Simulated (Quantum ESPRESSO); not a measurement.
**Magnetic state of FeI2 from several starts**

A self-consistent run ends on one state, which hangs on the start. Several orders of FeI2 are started in Quantum ESPRESSO and their energies compared.

Program: Quantum ESPRESSO 7.5. Level of theory: LDA with U = 4.5 eV on Fe d (ortho-atomic projectors); plane waves with GBRV 1.5 LDA potentials, no spin-orbit coupling. Results are calculated unless marked as measured.

The database entry behind the starting cell has ideal inner coordinates that were not refined, so it need not match the best structure at ambient conditions.

### Step 1. Starting point

The structure is trigonal, space group P-3m1 (No. 164). The conventional cell has a = 4.040 Å, b = 4.040 Å, c = 6.750 Å, α = 90.00°, β = 90.00°, γ = 120.00°. Nearest to Fe lie 6 I at 2.88 Å. Nearest to I lie 3 Fe at 2.88 Å. Farther neighbours and most contacts between anions are not listed.

Coordinates:

```cif
data_structure
_symmetry_space_group_name_H-M 'P-3m1'
_symmetry_Int_Tables_number 164
_cell_length_a 4.0400
_cell_length_b 4.0400
_cell_length_c 6.7500
_cell_angle_alpha 90.000
_cell_angle_beta 90.000
_cell_angle_gamma 120.000
_cell_volume 95.41
loop_
_atom_site_label
_atom_site_type_symbol
_atom_site_symmetry_multiplicity
_atom_site_Wyckoff_symbol
_atom_site_fract_x
_atom_site_fract_y
_atom_site_fract_z
_atom_site_occupancy
Fe1 Fe 1 a 0.00000 0.00000 0.00000 1
I1 I 2 d 0.33333 0.66667 0.25000 1
```

The cell comes from the Crystallography Open Database.

### Step 2. Run 1, typed as ferro +

The signs are those of the starting moments on the seeded atoms, the atoms that are given a moment.

pw.in reads:

```
&CONTROL
  calculation = 'scf'
  prefix = 'pwscf'
  outdir = './tmp'
  pseudo_dir = './pseudo'
  disk_io = 'nowf'
/
&SYSTEM
  ibrav = 0
  celldm(1) = 8
  nat = 3
  ntyp = 2
  ecutwfc = 40
  ecutrho = 280
  nbnd = 24
  occupations = 'smearing'
  smearing = 'fd'
  degauss = 0.00367493
  nspin = 2
  starting_magnetization(1) = 0.25
  starting_magnetization(2) = 0
/
&ELECTRONS
  conv_thr = 6d-09
  electron_maxstep = 150
  mixing_beta = 0.3
/
ATOMIC_SPECIES
Fe     55.8450 fe_lda_v1.5.uspp.F.UPF
I     126.9045 i_lda_v1.uspp.F.UPF
CELL_PARAMETERS alat
   0.9543116929360    0.0000000000000    0.0000000000000
  -0.4771558464680    0.8264581692137    0.0000000000000
   0.0000000000000    0.0000000000000    1.5944564176530
ATOMIC_POSITIONS crystal
Fe      0.0000000000    0.0000000000    0.0000000000
I       0.3333333333    0.6666666667    0.2500000000
I       0.6666666667    0.3333333333    0.7500000000
K_POINTS automatic
6 6 6 0 0 0
HUBBARD {ortho-atomic}
U Fe-3d 4.5000
```

Run with:

```sh
$ OMP_NUM_THREADS=1 mpirun -n 4 pw.x -nk 4 -in pw.in > pw.out
```

The program printed:

```text
Program PWSCF v.7.5 starts

     Message from routine setup:
     using ibrav=0 with symmetry is DISCOURAGED, use correct ibrav instead

     K-points division:     npool     =       4
     Subspace diagonalization in iterative solution of the eigenvalue problem:

     G-vector sticks info
     --------------------
     sticks:   dense  smooth     PW     G-vecs:    dense   smooth      PW
     Sum        1135     649    199                50917    21951    3647

     Using Slab Decomposition

     bravais-lattice index     =            0
     lattice parameter (alat)  =       8.0000  a.u.
     unit-cell volume          =     643.8634 (a.u.)^3
     number of atoms/cell      =            3
     number of atomic types    =            2
     number of electrons       =        30.00
     number of Kohn-Sham states=           24
     kinetic-energy cutoff     =      40.0000  Ry
     charge density cutoff     =     280.0000  Ry
     scf convergence threshold =      6.0E-09
     mixing beta               =       0.3000
     number of iterations used =            8  plain     mixing
     Exchange-correlation= SLA  PZ   NOGX NOGC
                           (   1   1   0   0   0   0   0)
     Hubbard projectors: ortho-atomic
     Hubbard parameters of DFT+U (Dudarev formulation) in eV:
     U(Fe-3d) =  4.5000

     Internal variables: lda_plus_u =T, lda_plus_u_kind = 0

     Internal variables: orbital_resolved =F, hub_pot_fix =F, apply_U = F

     celldm(1)=   8.000000  celldm(2)=   0.000000  celldm(3)=   0.000000
     celldm(4)=   0.000000  celldm(5)=   0.000000  celldm(6)=   0.000000

     crystal axes: (cart. coord. in units of alat)
               a(1) = (   0.954312   0.000000   0.000000 )
               a(2) = (  -0.477156   0.826458   0.000000 )
               a(3) = (   0.000000   0.000000   1.594456 )

     reciprocal axes: (cart. coord. in units 2 pi/alat)
               b(1) = (  1.047876  0.604991 -0.000000 )
               b(2) = (  0.000000  1.209983  0.000000 )
               b(3) = (  0.000000 -0.000000  0.627173 )

     PseudoPot. # 1 for Fe read from file:
     fe_lda_v1.5.uspp.F.UPF
     Pseudo is Ultrasoft + core correction, Zval = 16.0
     Generated by new atomic code, or converted to UPF format
     Using radial grid of  861 points,  6 beta functions with:
                l(1) =   0
                l(2) =   0
                l(3) =   1
                l(4) =   1
                l(5) =   2
                l(6) =   2
     Q(r) pseudized with  8 coefficients,  rinner =    1.000   1.000   1.000
                                                       1.000   1.000

     PseudoPot. # 2 for I  read from file:
     i_lda_v1.uspp.F.UPF
     Pseudo is Ultrasoft + core correction, Zval =  7.0
     Generated by new atomic code, or converted to UPF format
     Using radial grid of  893 points,  6 beta functions with:
                l(1) =   0
                l(2) =   0
                l(3) =   1
                l(4) =   1
                l(5) =   2
                l(6) =   2
     Q(r) pseudized with  8 coefficients,  rinner =    1.500   1.500   1.500
                                                       1.500   1.500

     atomic species   valence    mass     pseudopotential
     Fe               16.00    55.84500     Fe( 1.00)
     I                 7.00   126.90450     I ( 1.00)

     Starting magnetic structure
     atomic species   magnetization
     Fe              0.250
     I               0.000

     12 Sym. Ops., with inversion, found

   Cartesian axes

     site n.     atom                  positions (alat units)
         1        Fe     tau(   1) = (   0.0000000   0.0000000   0.0000000  )
         2        I      tau(   2) = (  -0.0000000   0.5509721   0.3986141  )
         3        I      tau(   3) = (   0.4771558   0.2754861   1.1958423  )

     number of k points=    34  Fermi-Dirac smearing, width (Ry)=  0.0037
                       cart. coord. in units 2pi/alat
        k(    1) = (   0.0000000   0.0000000   0.0000000), wk =   0.0046296
        k(    2) = (   0.0000000   0.0000000   0.1045288), wk =   0.0092593
        k(    3) = (   0.0000000   0.0000000   0.2090577), wk =   0.0092593
        k(    4) = (   0.0000000   0.0000000  -0.3135865), wk =   0.0046296
        k(    5) = (   0.0000000   0.2016638   0.0000000), wk =   0.0277778
        [... 29 further k-points ...]

     Dense  grid:    50917 G-vectors     FFT dimensions: (  45,  45,  72)

     Smooth grid:    21951 G-vectors     FFT dimensions: (  32,  32,  54)

     Check: negative core charge=   -0.000011
     Generating pointlists ...
     new r_m :   0.2805 (alat units)  2.2442 (a.u.) for type    1
     new r_m :   0.2805 (alat units)  2.2442 (a.u.) for type    2

     Initial potential from superposition of free atoms

     starting charge      28.9998, renormalised to      30.0000

     STARTING HUBBARD OCCUPATIONS:

     =================== HUBBARD OCCUPATIONS ===================
     ------------------------ ATOM    1 ------------------------
     Tr[ns(  1)] (up, down, total) =   5.00000  0.00000  5.00000
     Atomic magnetic moment for atom   1 =   5.00000
     [... lines left out ...]
     Number of occupied Hubbard levels =    5.0000

     Atomic wfc used for Hubbard projectors are orthogonalized

     Starting wfcs are   21 randomized atomic wfcs +    3 random wfcs

     Self-consistent Calculation

     iteration #  1     ecut=    40.00 Ry     beta= 0.30
     Davidson diagonalization with overlap
     ethr =  1.00E-02,  avg # of iterations =  5.6

     =================== HUBBARD OCCUPATIONS ===================
     ------------------------ ATOM    1 ------------------------
     Tr[ns(  1)] (up, down, total) =   4.94384  1.13530  6.07914
     Atomic magnetic moment for atom   1 =   3.80854
     [... lines left out ...]
     Number of occupied Hubbard levels =    6.0791

     Threshold (ethr) on eigenvalues was too large:
     Diagonalizing with lowered threshold

     Davidson diagonalization with overlap
     ethr =  6.39E-04,  avg # of iterations =  1.4

     total energy              =    -379.46780551 Ry
     estimated scf accuracy    <       0.20742755 Ry

     total magnetization       =     4.00 Bohr mag/cell
     absolute magnetization    =     4.06 Bohr mag/cell

     iteration #  2     ecut=    40.00 Ry     beta= 0.30
     Davidson diagonalization with overlap
     ethr =  6.91E-04,  avg # of iterations =  2.1

     total energy              =    -379.50788602 Ry
     estimated scf accuracy    <       0.03987359 Ry

     total magnetization       =     4.00 Bohr mag/cell
     absolute magnetization    =     4.01 Bohr mag/cell

     iteration #  3     ecut=    40.00 Ry     beta= 0.30
     Davidson diagonalization with overlap
     ethr =  1.33E-04,  avg # of iterations =  2.0

     total energy              =    -379.51635769 Ry
     estimated scf accuracy    <       0.02074192 Ry

     total magnetization       =     4.00 Bohr mag/cell
     absolute magnetization    =     4.02 Bohr mag/cell

     [... further iterations left out ...]

     iteration # 14     ecut=    40.00 Ry     beta= 0.30
     Davidson diagonalization with overlap
     ethr =  3.17E-08,  avg # of iterations =  2.2

     total energy              =    -379.53126216 Ry
     estimated scf accuracy    <       0.00000488 Ry

     total magnetization       =     4.00 Bohr mag/cell
     absolute magnetization    =     4.02 Bohr mag/cell

     iteration # 15     ecut=    40.00 Ry     beta= 0.30
     Davidson diagonalization with overlap
     ethr =  1.63E-08,  avg # of iterations =  1.6

     total energy              =    -379.53126336 Ry
     estimated scf accuracy    <       0.00000015 Ry

     total magnetization       =     4.00 Bohr mag/cell
     absolute magnetization    =     4.02 Bohr mag/cell

     iteration # 16     ecut=    40.00 Ry     beta= 0.30
     Davidson diagonalization with overlap
     ethr =  5.11E-10,  avg # of iterations =  4.6

     total energy              =    -379.53126391 Ry
     estimated scf accuracy    <       0.00000002 Ry

     total magnetization       =     4.00 Bohr mag/cell
     absolute magnetization    =     4.02 Bohr mag/cell

     iteration # 17     ecut=    40.00 Ry     beta= 0.30
     Davidson diagonalization with overlap
     ethr =  7.21E-11,  avg # of iterations =  1.8

     Magnetic moment per site  (integrated on atomic sphere of radius R)
     atom   1 (R=0.281)  charge= 14.6585  magn=  3.6011
     atom   2 (R=0.281)  charge=  4.5371  magn=  0.1142
     atom   3 (R=0.281)  charge=  4.5371  magn=  0.1142

     End of self-consistent calculation

     =================== HUBBARD OCCUPATIONS ===================
     ------------------------ ATOM    1 ------------------------
     Tr[ns(  1)] (up, down, total) =   4.95045  1.30943  6.25987
     Atomic magnetic moment for atom   1 =   3.64102
     [... lines left out ...]
     Number of occupied Hubbard levels =    6.2599

     [... lines left out ...]
     the Fermi energy is     5.3496 ev

!    total energy              =    -379.53126392 Ry
     estimated scf accuracy    <          2.5E-09 Ry
     smearing contrib. (-TS)   =      -0.00203158 Ry
     internal energy E=F+TS    =    -379.52923234 Ry

     The total energy is F=E-TS. E is the sum of the following terms:
     one-electron contribution =    -255.03722162 Ry
     hartree contribution      =     136.40310127 Ry
     xc contribution           =    -123.67600900 Ry
     ewald contribution        =    -137.34007813 Ry
     Hubbard energy            =       0.12097514 Ry

     total magnetization       =     4.00 Bohr mag/cell
     absolute magnetization    =     4.02 Bohr mag/cell

     convergence has been achieved in  17 iterations

=------------------------------------------------------------------------------=
   JOB DONE.
=------------------------------------------------------------------------------=
```

It took 24 s on 4 MPI ranks of AMD EPYC 9R14 (Zen 4), shared host; peak memory 0.58 GiB.

Spin moment in the atom's sphere by atom:

| atom | spin moment in the atom's sphere (μB) |
| --- | --- |
| Fe1 | 3.60 |
| I2 | 0.11 |
| I3 | 0.11 |

Read from the output:

* smearing term TS: 0.02764 eV
* magnetization: 4 μB
* absolute magnetization: 4.017 μB
* final state: ferromagnetic

Spin density in the ac plane at fractional y = 0.000, with atoms of Fe within 0.2 Å of it.

Values in e/Å³, 23 rows by 14 columns, each cell a mean:
```
5.4 2.1 0.5 0.1 0.0 0.0 0.0 0.0 0.0 0.0 0.1 0.3 1.4 4.4
1.9 0.7 0.2 0.1 0.0 0.0 0.0 0.0 0.0 0.0 0.0 0.1 0.5 1.5
0.3 0.2 0.1 0.0 0.0 0.0 0.0 0.0 0.0 0.0 0.0 0.0 0.1 0.3
0.1 0.1 0.0 0.0 0.0 0.0 0.0 0.0 0.0 0.0 0.0 0.0 0.0 0.1
0.0 0.0 0.0 0.0 0.0 0.0 0.0 0.0 0.0 0.0 0.0 0.0 0.0 0.0
0.0 0.0 0.0 0.0 0.0 0.0 0.0 0.0 0.0 0.0 0.0 0.0 0.0 0.0
0.0 0.0 0.0 0.0 0.0 0.0 0.0 0.0 0.0 0.0 0.0 0.0 0.0 0.0
0.0 0.0 0.0 0.0 0.0 0.0 0.0 0.0 0.0 0.0 0.0 0.0 0.0 0.0
0.0 0.0 0.0 0.0 0.0 0.0 0.0 0.0 0.0 0.0 0.0 0.0 0.0 0.0
0.0 0.0 0.0 0.0 0.0 0.0 0.0 0.0 0.0 0.0 0.0 0.0 0.0 0.0
0.0 0.0 0.0 0.0 0.0 0.0 0.0 0.0 0.0 0.0 0.0 0.0 0.0 0.0
0.0 0.0 0.0 0.0 0.0 0.0 0.0 0.0 0.0 0.0 0.0 0.0 0.0 0.0
0.0 0.0 0.0 0.0 0.0 0.0 0.0 0.0 0.0 0.0 0.0 0.0 0.0 0.0
0.0 0.0 0.0 0.0 0.0 0.0 0.0 0.0 0.0 0.0 0.0 0.0 0.0 0.0
0.0 0.0 0.0 0.0 0.0 0.0 0.0 0.0 0.0 0.0 0.0 0.0 0.0 0.0
0.0 0.0 0.0 0.0 0.0 0.0 0.0 0.0 0.0 0.0 0.0 0.0 0.0 0.0
0.0 0.0 0.0 0.0 0.0 0.0 0.0 0.0 0.0 0.0 0.0 0.0 0.0 0.0
0.0 0.0 0.0 0.0 0.0 0.0 0.0 0.0 0.0 0.0 0.0 0.0 0.0 0.0
0.0 0.0 0.0 0.0 0.0 0.0 0.0 0.0 0.0 0.0 0.0 0.0 0.0 0.0
0.2 0.1 0.0 0.0 0.0 0.0 0.0 0.0 0.0 0.0 0.0 0.0 0.1 0.2
0.9 0.4 0.1 0.0 0.0 0.0 0.0 0.0 0.0 0.0 0.0 0.1 0.3 0.8
4.2 1.6 0.4 0.1 0.0 0.0 0.0 0.0 0.0 0.0 0.1 0.3 1.0 3.4
7.2 3.4 0.7 0.2 0.0 0.0 0.0 0.0 0.0 0.0 0.1 0.4 2.2 6.3
```
Columns run along a (4.0 Å), rows up along c (6.8 Å). Atoms in or near the plane, at fractional coordinates: Fe at (0.00, 0.00).

Valence density in the ac plane at fractional y = 0.000, with atoms of Fe within 0.2 Å of it. It is the smooth field of the valence electrons, not physical close to the nuclei.

Ten steps, logarithmic in the rise over the least value, from '0' (0 e/Å³) to '9' (22 e/Å³), each cell a mean:
```
98411000001379
75311000011257
32111111111122
11111111111111
00011111111000
00001122111000
00001111110000
00000111110000
00000011000000
00000000000000
00000000000000
00000000000000
00000000000000
00000000000000
00000111100000
00001111110000
00001112111000
00011122111000
00011111111100
21111111111112
54211111111235
97411000001369
99521000001489
```
Columns run along a (4.0 Å), rows up along c (6.8 Å). Atoms in or near the plane, at fractional coordinates: Fe at (0.00, 0.00).

[end of part 1 of 2]

[Logs and program files are shortened in this print: banners, set-up blocks, solver, clock and traceback lines can be left out without a mark of their own.]

[Logs are printed without paths, hosts, clocks, repeated set-up lines and the standing remarks that a program may print on its own settings, such as how far it seeks lower states.]

[Hosts, paths, dates, database ids (printed as entryN), source tags and the programs' standing remarks are cut or masked in the printed files.]

[Where a cell is said to come from a database of computed structures, the database is the Materials Project.]
